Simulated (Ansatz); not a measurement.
# Phonon transport in Tm (P6_3/mmc)

Wanted: κ(T), lifetimes and mean free paths for Tm.

Calculated with Ansatz 0.2.0; DFT PBE, scalar-relativistic, plane waves, norm-conserving pseudopotentials, 4f in core.

Most raw output is cut from this account.

## 1. The structure

The structure is hexagonal, space group P6_3/mmc (No. 194). Conventional cell: a = 3.538 Å, b = 3.538 Å, c = 5.555 Å, α = 90.00°, β = 90.00°, γ = 120.00°. Tm has 12 Tm at 3.45 to 3.54 Å nearest.

## 2. Probe on a coarse mesh

Before spending time, one coarse run tells the gap and the pressure of the starting cell.

Contents of input.yaml:

```yaml
crystal:
  lattice:
    - [3.5375, 0.0, 0.0]
    - [-1.76875, 3.0635648659, 0.0]
    - [0.0, 0.0, 5.5546]
  atoms:
    - { symbol: Tm, position: [0.3333333333, 0.6666666667, 0.25] }
    - { symbol: Tm, position: [0.6666666667, 0.3333333333, 0.75] }
kpoints:
  mp_grid: { grid: [6, 6, 4] }
hamiltonian:
  xc: pbe
  pseudopotentials:
    kind: nc
    azcp: { Tm: "pseudopotentials/pbe/nc/lanthanide_3plus/Tm.nc.azcp" }
scf:
  occupations: { method: gaussian, width: 0.1 }
  lower_state_search: "off"
output:
  forces: true
  stress: true
  eigenvalues: true
```

On the command line:

```bash
> ansatz run input.yaml --threads 18 --pin off --max-ram 92160MiB --backend cuda --events-out ev --progress --plain --runs-dir out
```

It took 1.2 s on 1 × NVIDIA GB200 with 18 threads of Arm Neoverse V2, shared host; peak memory 1.1 GiB.

The files freeze the 4f shell of Tm into the core, so its moment is left out.

This step gave:

```yaml
pressure: -0.05847 GPa
volume_per_atom: 30.10 Å³/atom
gap_on_the_k_mesh: 0 eV
```

The start is under -0.058 GPa at this level and looks like a metal on this mesh.

## 3. Finding the static equilibrium

Phonons are second derivatives about a minimum, so cell and atoms are relaxed first, inside the symmetry of the start.

Edit input.yaml of step 2 so:

```diff
@@ -9,3 +9,3 @@
 kpoints:
-  mp_grid: { grid: [6, 6, 4] }
+  mp_grid: { grid: [15, 15, 8] }
 hamiltonian:
@@ -22 +22,6 @@
   eigenvalues: true
+relax:
+  adjacent_minimum: "off"
+  f_tol: 0.005
+  max_steps: 80
+  cell: { stress_tol: 0.05 }
```

It took 3.4 s on 1 × NVIDIA GB200 with 18 threads; peak memory 1.1 GiB.

The steps of the relaxation:

```tsv
step	energy less that of the first step (eV)	largest force component (eV/Å)	pressure (GPa)	volume (Å³)
1	0.0000	0.0000	-0.19	60.20
2	-0.0019	0.0000	0.04	59.90
3	-0.0018	0.0000	-0.01	59.97
4*	-0.0013	0.0000	-0.02	59.97
5	-0.0013	0.0000	0.00	59.93
6*	-0.0013	0.0000	0.00	59.93
```

Relaxation steps marked * repeat the geometry before them on a plane-wave basis chosen anew for their cell, so energy and pressure can jump there.

Forces are held to the 24 operations that the run works with; a distortion that breaks them can't arise in this run.

```tsv
conventional cell, symmetrised	before	after	change
a (Å)	3.538	3.546	+0.2 %
b (Å)	3.538	3.546	+0.2 %
c (Å)	5.555	5.505	-0.9 %
volume (Å³/atom)	30.10	29.97	-0.4 %
```

The relaxed structure:

```
Tm
1.0
     3.54564    0.00000    0.00000
    -1.77282    3.07062    0.00000
     0.00000    0.00000    5.50488
Tm
2
Direct
  0.33333 0.66667 0.25000
  0.66667 0.33333 0.75000
```

This step gave:

| Quantity | Value |
| --- | --- |
| pressure | -5.47e-4 GPa |
| volume per atom | 29.97 Å³/atom |

The relaxation ends with a pressure of 0.00 GPa.

## 4. Tight relaxation

The relaxation is repeated with tighter thresholds on force and stress, since phonons are sensitive to what is left; a change of mesh or smearing in the input moves the cell too.

input.yaml, the sections that differ from step 3:

```yaml
crystal:
  lattice:
    - [3.5456425262, 0.0, 0.0]
    - [-1.7728212631, 3.0706165004, 0.0]
    - [0.0, 0.0, 5.5048838656]
  atoms:
    - { symbol: Tm, position: [0.3333333333, 0.6666666667, 0.25] }
    - { symbol: Tm, position: [0.6666666667, 0.3333333333, 0.75] }
scf:
  occupations: { method: methfessel_paxton, width: 0.2 }
  lower_state_search: "off"
relax:
  adjacent_minimum: "off"
  f_tol: 0.001
  max_steps: 60
  cell: { stress_tol: 0.01 }
# kpoints, hamiltonian, output: as in step 3
```

Elapsed: 2.4 s, on 1 × NVIDIA GB200 with 18 threads; peak memory 1.1 GiB.

Little changed from the start: no atom moved by 0.005 Å and no cell edge by 0.1 %.

Numbers from this step:

```yaml
pressure: 1.51e-4 GPa
```

The residual pressure is 1.5e-4 GPa, small enough for phonons.

## 5. Stability check by linear response

Third-order constants cost many supercell runs, so a linear-response run first checks that the crystal is harmonically stable.

input.yaml, the sections that differ from step 4:

```yaml
crystal:
  lattice:
    - [3.5462536589, 0.0, 0.0]
    - [-1.7731268294, 3.0711457569, 0.0]
    - [0.0, 0.0, 5.5027838765]
  atoms:
    - { symbol: Tm, position: [0.3333333333, 0.6666666667, 0.25] }
    - { symbol: Tm, position: [0.6666666667, 0.3333333333, 0.75] }
kpoints:
  mp_grid: { grid: [12, 12, 8] }
output:
  eigenvalues: true
phonons:
  method: dfpt
  qmesh: [3, 3, 2]
  temperatures: { t_max: 1000, t_step: 50 }
  qpath:
    path:
      - [[0.0, 0.0, 0.0], [0.5, 0.0, 0.0], [0.33333333, 0.33333333, 0.0], [0.0, 0.0, 0.0], [0.0, 0.0, 0.5], [0.5, 0.0, 0.5], [0.33333333, 0.33333333, 0.5], [0.0, 0.0, 0.5]]
      - [[0.5, 0.0, 0.5], [0.5, 0.0, 0.0]]
      - [[0.33333333, 0.33333333, 0.0], [0.33333333, 0.33333333, 0.5]]
    npoints: 10
# hamiltonian, scf: as in step 4
# relax: removed
```

Run time: 4.3 s. Hardware: 1 × NVIDIA GB200 with 18 threads; peak memory 2.3 GiB; 14 s of CPU time.

Numbers from this step:

| Item | Value |
| --- | --- |
| Γ frequencies | 0, 0, 0, 69.9, 69.9, 119.0 cm⁻¹ (negative: imaginary) |
| lowest frequency on the path | 0 cm⁻¹ |
| zero-point energy | 0.02957 eV/cell |
| point group | 6/mmm |
| highest frequency | 119.2 cm⁻¹ |
| Debye temperature from the second moment | 153 K |

No LO-TO term. The phonon branches at the labelled points (cm⁻¹):

```tsv
point	branch 1	branch 2	branch 3	branch 4	branch 5	branch 6
Γ	0	0	0	70	70	119
halfway	45	46	70	85	88	118
M	60	68	98	98	101	110
halfway	70	74	90	99	103	104
K	83	83	89	89	97	105
halfway	51	58	70	91	91	116
Γ	0	0	0	70	70	119
halfway	27	27	45	65	65	110
A	50	50	50	50	84	84
halfway	65	65	66	66	92	92
L	64	64	75	75	107	107
halfway	56	56	85	85	104	104
H	52	52	95	95	99	99
halfway	60	60	74	74	95	95
A	50	50	50	50	84	84
jump to L	64	64	75	75	107	107
halfway	61	64	86	91	104	109
M	60	68	98	98	101	110
jump to K	83	83	89	89	97	105
halfway	66	66	95	96	96	101
H	52	52	95	95	99	99
```

Tetrahedra on 21 21 12, mean over bins of 1 cm⁻¹. Table of phonon density of states by wavenumber; read off at these points:

```tsv
wavenumber (cm⁻¹)	phonon density of states (1/cm⁻¹/cell)
0.5	0
3.5	5.0e-5
6.5	1.6e-4
10.5	6.1e-4
13.5	0.00111
16.5	0.0018
19.5	0.00264
23.5	0.00404
26.5	0.00532
29.5	0.00698
32.5	0.00893
35.5	0.0113
39.5	0.0155
42.5	0.0195
45.5	0.0253
48.5	0.0333
51.5	0.0488
55.5	0.0931
58.5	0.0966
60.5	0.0993
61.5	0.0867
64.5	0.0848
68.5	0.0802
71.5	0.0732
74.5	0.0791
77.5	0.0849
80.5	0.0884
84.5	0.102
87.5	0.0892
90.5	0.0844
93.5	0.0867
96.5	0.0942
100.5	0.140
103.5	0.0989
104.5	0.112
106.5	0.0850
109.5	0.0652
113.5	0.0274
116.5	0.0226
119.5	0.00268
```

Lowest modes at the softest wavevector of the mesh; phase exp(i q.(R + tau)). Modes at q = (0.000, 0.000, 0.500):

```tsv
mode	frequency (cm⁻¹)
1	49.7
2	49.7
3	49.7
4	49.7
5	83.8
6	83.8
```

Displacements in mode 1 (49.7 cm⁻¹), the largest set to 1, in the home cell (x, y, z of the real part, then of the imaginary part):
```
Tm1  0.00  1.00  0.00  0.00  0.06  0.00
Tm2 -0.24  0.16  0.00  0.22 -0.04  0.00
```

Displacements in mode 5 (83.8 cm⁻¹), the largest set to 1, in the home cell:
```
Tm1 0.00 0.00 1.00
Tm2 0.00 0.00 0.16
```

Harmonic. Thermo, by row:

```tsv
T (K)	F_vib (meV/atom)	S (J/mol-atom/K)	C_V (J/mol-atom/K)
0	14.78	0	0
50	13.03	10.3	16.36
100	3.9	24	22.27
150	-11.1	33.35	23.7
200	-30.25	40.26	24.23
250	-52.57	45.69	24.48
300	-77.44	50.17	24.62
350	-104.5	53.97	24.7
400	-133.3	57.27	24.76
450	-163.7	60.19	24.8
500	-195.6	62.81	24.82
550	-228.8	65.17	24.84
600	-263.1	67.34	24.86
650	-298.6	69.33	24.87
700	-335	71.17	24.88
750	-372.3	72.89	24.89
800	-410.5	74.49	24.9
850	-449.5	76	24.9
900	-489.2	77.43	24.91
950	-529.7	78.77	24.91
1000	-570.9	80.05	24.91
```

No mode is imaginary beyond numerical noise at the solved wavevectors.

## 6. Third-order constants and the Boltzmann equation

Pairs of atoms inside the cutoff are displaced in a supercell, the forces give the cubic constants, and these give the three-phonon rates of the Boltzmann equation.

Edit input.yaml of step 5 so:

```diff
@@ -21,4 +21,4 @@
 phonons:
-  method: dfpt
-  qmesh: [3, 3, 2]
+  method: fd
+  supercell: [3, 3, 2]
   temperatures: { t_max: 1000, t_step: 50 }
@@ -30 +30,7 @@
     npoints: 10
+  third_order: { supercell: [3, 3, 2], pair_cutoff: 3.696 }
+  lattice_thermal_conductivity:
+    qmesh: [21, 21, 11]
+    temperatures: [50.0, 100.0, 150.0, 200.0, 300.0, 400.0, 500.0, 600.0, 800.0, 1000.0]
+    isotope_mass_variance: [{ species: Tm, variance: 0.0 }]
+  dielectric: false
```

Run time: 3.7 min. Hardware: 1 × NVIDIA GB200 with 18 threads; peak memory 8.7 GiB.

Numbers from this step:

```yaml
kappa_at_300_k_relaxation_time: 8.875 W/m/K
kappa_at_300_k_full_solution: 11.24 W/m/K
dipole_term: none
mean_free_path_at_half_of_kappa: 29.9 nm
share_of_kappa_above_the_three_lowest_branches: 0.32
third_order_blocks: 170
periodic_aliases_dropped: 12
largest_relative_sum_rule_correction: 0.08367
displaced_cells_third_order: 63
```

No LO-TO term. Phonon branches along the path, in cm⁻¹:

```tsv
point	branch 1	branch 2	branch 3	branch 4	branch 5	branch 6
Γ	0	0	0	70	70	119
halfway	45	46	70	85	88	118
M	60	68	98	98	101	110
halfway	70	74	90	99	103	104
K	83	83	89	89	97	105
halfway	51	58	70	91	91	116
Γ	0	0	0	70	70	119
halfway	27	27	45	65	65	110
A	50	50	50	50	84	84
halfway	64	64	66	66	92	92
L	64	64	75	75	107	107
halfway	56	56	85	85	104	104
H	52	52	95	95	99	99
halfway	60	60	74	74	95	95
A	50	50	50	50	84	84
jump to L	64	64	75	75	107	107
halfway	61	64	86	91	104	109
M	60	68	98	98	101	110
jump to K	83	83	89	89	97	105
halfway	66	66	95	96	96	101
H	52	52	95	95	99	99
```

W/m/K. Kappa, by row:

```tsv
T (K)	RTA xx	RTA yy	RTA zz	full xx	full yy	full zz	coherence part xx	coherence part yy	coherence part zz	ending	iterations	least Ritz value
50	41.15	41.15	53.63	51.94	51.94	69.23	0.007007	0.007007	0.003712	converged	11	0.419
100	22.94	22.94	30.43	28.84	28.84	39.15	0.0156	0.0156	0.01022	converged	11	0.421
150	15.69	15.69	20.88	19.71	19.71	26.86	0.0208	0.0208	0.01533	converged	11	0.421
200	11.89	11.89	15.83	14.92	14.92	20.36	0.02409	0.02409	0.01946	converged	11	0.421
300	7.988	7.988	10.65	10.02	10.02	13.69	0.02774	0.02774	0.02572	converged	11	0.421
400	6.014	6.014	8.016	7.541	7.541	10.3	0.02973	0.02973	0.03032	converged	11	0.421
500	4.824	4.824	6.431	6.046	6.046	8.263	0.03113	0.03113	0.03399	converged	11	0.421
600	4.029	4.029	5.371	5.048	5.048	6.899	0.03226	0.03226	0.03714	converged	11	0.421
800	3.033	3.033	4.046	3.798	3.798	5.193	0.03415	0.03415	0.04262	converged	11	0.421
1000	2.436	2.436	3.251	3.048	3.048	4.169	0.03578	0.03578	0.04743	converged	11	0.421
```

The lattice thermal conductivity by temperature:

```tsv
temperature (K)	RTA xx (W/m/K)	RTA zz (W/m/K)	full xx (W/m/K)	full zz (W/m/K)
50	41.1	53.6	51.9	69.2
100	22.9	30.4	28.8	39.1
150	15.7	20.9	19.7	26.9
200	11.9	15.8	14.9	20.4
300	7.99	10.7	10.0	13.7
400	6.01	8.02	7.54	10.3
500	4.82	6.43	6.05	8.26
600	4.03	5.37	5.05	6.90
800	3.03	4.05	3.80	5.19
1000	2.44	3.25	3.05	4.17
```

Phonopy on the run's constants, 19x19x11 mesh, Gaussian sigma 2.0 cm⁻¹. Modes, Tm against wavenumber; read off at these points:

wavenumber (cm⁻¹), modes, Tm (1/cm⁻¹/cell) and a bar:
```
     -5.0      0.000 
      0.0      0.000 
      5.0      0.000 
     10.0      0.001 
     15.0      0.002 
     20.0      0.003 #
     25.0      0.004 #
     30.0      0.008 ##
     35.0      0.011 ###
     40.0      0.017 ####
     45.0      0.023 ######
     50.0      0.047 ############
     55.0      0.088 #######################
     58.2      0.092 ########################
     60.0      0.091 ########################
     65.0      0.082 #####################
     70.0      0.079 ####################
     75.0      0.081 #####################
     80.0      0.089 #######################
     85.0      0.095 #########################
     90.0      0.088 #######################
     95.0      0.090 #######################
    100.0      0.116 ##############################
    105.0      0.093 ########################
    110.0      0.054 ##############
    115.0      0.026 #######
    120.0      0.009 ##
    125.0      0.000 
    130.0      0.000
```

Distinct triplets, nearest first. Third order norms, by row:

```tsv
sites	side 1 (Å)	side 2 (Å)	side 3 (Å)	norm of the 27 components (eV/Å³)
Tm-Tm-Tm	0	0	0	4.33
Tm-Tm-Tm	0	3.43	3.43	4.037
Tm-Tm-Tm	3.43	3.43	3.55	0.401
Tm-Tm-Tm	0	3.55	3.55	3.816
Tm-Tm-Tm	3.55	3.55	3.55	0.466
```

RTA, 300 K. Kappa by branch, by row:

```tsv
branch (by rank)	mean frequency (THz)	mean rms speed (km/s)	median lifetime (ps)	share of kappa
1	1.61	0.97	7.89	0.115
2	1.82	1.16	18.4	0.234
3	2.3	1.17	23.2	0.331
4	2.57	0.87	23.1	0.174
5	2.79	0.8	10	0.124
6	3.21	0.63	3.08	0.022
```

The spectral kappa at 300 K by frequency; read off at these points; values in W/m/K/THz:

```tsv
frequency (THz)	relaxation time (W/m/K/THz)	full solution (W/m/K/THz)
0.05	0	0
0.15	0	0
0.25	0.570	0.586
0.45	1.27	1.25
0.55	0.628	0.627
0.65	1.29	1.35
0.75	0.427	0.424
0.85	0.835	0.959
1.05	0.790	1.11
1.15	0.716	1.08
1.25	0.797	1.29
1.35	0.887	1.53
1.45	0.836	1.38
1.65	2.72	3.94
1.75	5.14	6.87
1.85	4.75	6.00
1.95	7.27	8.87
2.05	7.88	9.40
2.15	6.59	7.87
2.25	7.49	8.78
2.35	7.85	9.37
2.45	7.68	9.03
2.55	5.88	6.91
2.75	3.48	4.90
2.85	1.98	3.03
2.95	0.955	1.80
3.05	0.521	0.973
3.15	0.180	0.231
3.35	0.0828	0.227
3.45	0.0678	0.197
3.55	0.0123	0.0565
```

Relaxation-time solution. Share of κ carried by shorter paths against mean free path:

```tsv
mean free path (nm)	50 K	300 K	1000 K
0.464	0	0	0.002
0.681	0	0	0.005
1	0	0.001	0.009
1.47	0	0.002	0.02
2.15	0	0.005	0.039
3.16	0	0.008	0.081
4.64	0	0.018	0.168
6.81	0.001	0.036	0.324
10	0.002	0.072	0.608
14.7	0.003	0.154	0.791
21.5	0.006	0.295	0.893
31.6	0.012	0.55	0.96
46.4	0.029	0.773	0.975
68.1	0.061	0.887	0.986
100	0.138	0.96	0.996
147	0.283	0.975	1
215	0.531	0.984	1
316	0.749	0.99	1
464	0.863	1	1
681	0.926	1	1
1000	0.949	1	1
1470	0.963	1	1
2150	0.985	1	1
3160	1	1	1
```

300 K; a sample spread over frequency. Mode lifetimes, by row, the first 40 of 90 rows:

```tsv
q1	q2	q3	branch	frequency (THz)	rms speed (km/s)	three-phonon rate (1/ps)	isotope rate (1/ps)	lifetime (ps)	mean free path (nm)
0	0.0476	0	1	0.281	1.8	0.00537	0	186	334
0	0.0952	0.0909	2	0.673	1.82	0.0564	0	17.7	32.2
0	0.0476	0.2727	1	0.927	1.67	0.0847	0	11.8	19.7
0	0.0952	0.2727	2	1.08	1.7	0.149	0	6.73	11.4
0.0476	0.0476	0.1818	3	1.198	2.61	0.0917	0	10.9	28.5
0	0.1429	0	3	1.305	2.59	0.131	0	7.64	19.7
0	0	0.4545	1	1.381	1.36	0.126	0	7.93	10.8
0.1429	0.1905	0.1818	1	1.446	0.91	0.221	0	4.53	4.1
0.0952	0.0952	0.0909	3	1.503	2.23	0.125	0	7.98	17.8
0.0476	0.2857	0.2727	1	1.54	0.65	0.233	0	4.28	2.79
0.1905	0.2381	0.2727	1	1.569	0.59	0.232	0	4.31	2.57
0.2381	0.2857	0.4545	1	1.592	0.48	0.168	0	5.94	2.87
0.1905	0.3333	0.4545	1	1.618	0.63	0.17	0	5.89	3.68
0.0952	0.1429	0.3636	2	1.65	1.37	0.0765	0	13.1	18
0.0952	0.0952	0.4545	2	1.673	1.26	0.091	0	11	13.8
0	0.2381	0.3636	2	1.69	1.26	0.0778	0	12.8	16.2
0	0.381	0	1	1.712	0.48	0.0605	0	16.5	7.86
0.0952	0.4286	0.4545	1	1.74	0.94	0.159	0	6.3	5.91
0.2381	0.381	0.2727	1	1.763	1.19	0.125	0	7.98	9.47
0.0952	0.1429	0.0909	3	1.784	1.94	0.0346	0	28.9	56.1
0.0476	0.2857	0.4545	1	1.805	1.32	0.179	0	5.58	7.35
0.1429	0.4286	0.4545	2	1.821	1.38	0.133	0	7.53	10.4
0	0.4762	0.4545	1	1.85	0.8	0.139	0	7.18	5.75
0.1905	0.2381	0	1	1.873	1.22	0.0373	0	26.8	32.7
0	0.4286	0.2727	2	1.901	0.61	0.0455	0	22	13.4
0.0952	0.2857	0.2727	2	1.922	1.08	0.0343	0	29.2	31.5
0.1905	0.1905	0.0909	2	1.946	1.29	0.0165	0	60.5	78.2
0.1905	0.1905	0.3636	2	1.972	0.43	0.055	0	18.2	7.87
0.0952	0.1429	0.4545	3	1.997	1.12	0.0531	0	18.8	21
0.0952	0.381	0.0909	2	2.022	0.88	0.0402	0	24.9	21.8
0.0952	0.381	0.1818	2	2.04	1.07	0.0378	0	26.4	28.2
0.2381	0.2857	0.0909	1	2.063	1.43	0.0412	0	24.2	34.6
0.0952	0.4286	0	2	2.089	0.48	0.0398	0	25.1	12
0	0.381	0.4545	3	2.115	1.02	0.0325	0	30.8	31.3
0.0952	0.4286	0.3636	2	2.141	1.41	0.0543	0	18.4	25.9
0.1429	0.381	0.0909	2	2.166	1.03	0.0285	0	35	36.1
0.0476	0.381	0.4545	3	2.191	1.04	0.0344	0	29.1	30.2
0.1429	0.381	0.2727	2	2.218	0.67	0.0327	0	30.6	20.4
0.1905	0.381	0	2	2.251	0.83	0.0246	0	40.6	33.7
0	0.1905	0.3636	5	2.274	1.84	0.0398	0	25.2	46.3
```

Without the LO-TO term. Gamma linewidths, by row:

```tsv
branch	frequency (cm⁻¹)	three-phonon rate (1/ps)	isotope rate (1/ps)	FWHM (cm⁻¹)
4	69.9	0.0755	0	0.401
5	69.9	0.0755	0	0.401
6	119	0.656	0	3.48
```

W/m/K, third of the trace; RTA populations with a boundary rate v/L added to each mode (Matthiessen's rule). Kappa by grain size, by row:

```tsv
T (K)	bulk	10 nm	30 nm	100 nm	300 nm	1000 nm	10000 nm	100000 nm
100	25.42	3.025	6.851	13.23	18.92	22.82	25.11	25.39
300	8.847	2.45	4.481	6.654	7.901	8.523	8.812	8.844
600	4.442	1.854	2.92	3.784	4.184	4.358	4.434	4.442
```

At 300 K the relaxation-time value is 8.88 W/(m K).

## 7. What came out

```
highest frequency                          : 119.2 cm⁻¹
Debye temperature from the second moment   : 153 K
κ at 300 K (relaxation time)               : 8.875 W/m/K
κ at 300 K (full solution)                 : 11.24 W/m/K
mean free path at half of κ                : 29.9 nm
share of κ above the three lowest branches : 0.32
```

**Reading.** The lattice of Tm conducts 11.2 W/(m K) at 300 K by PBE (mean over directions, full solution). The full solution lies +27 % from the relaxation-time value at 300 K, a sign that momentum-conserving scattering matters. Above 300 K the relaxation-time κ falls as T^-0.99, near the 1/T law of three-phonon scattering. The tensor is anisotropic, with a ratio of 1.4 between its largest and smallest diagonal entries. Grains of 100 nm would keep 75 % of the bulk value at 300 K, and grains of 1 µm 96 %. This is a metal: electrons carry heat too and also scatter phonons, and neither is in this figure, so it is the lattice part alone, without the scattering by electrons that would lower it. The sum rules changed one orbit of cubic constants by up to 8 %. Below 100 K the values hang on the q-mesh and, in a real crystal, on its size. The conductivities include the coherence part between close branches; the shares for grains, isotopes, branches and paths are of the relaxation-time populations alone. Cubic couplings among atoms farther apart than the pair cutoff are dropped, and neither the cutoff nor the q-mesh was shown to be converged here. The 4f electrons are frozen in the core as for a trivalent ion, so valence changes and magnetic order are left out.

[Logs are printed without paths, hosts, clocks, repeated set-up lines and the standing remarks that a program may print on its own settings, such as how far it seeks lower states.]

[Hosts, paths, dates, database ids (printed as entryN), source tags and the programs' standing remarks are cut or masked in the printed files.]

[A step with changed settings may run another functional than the one named; its input shows which.]
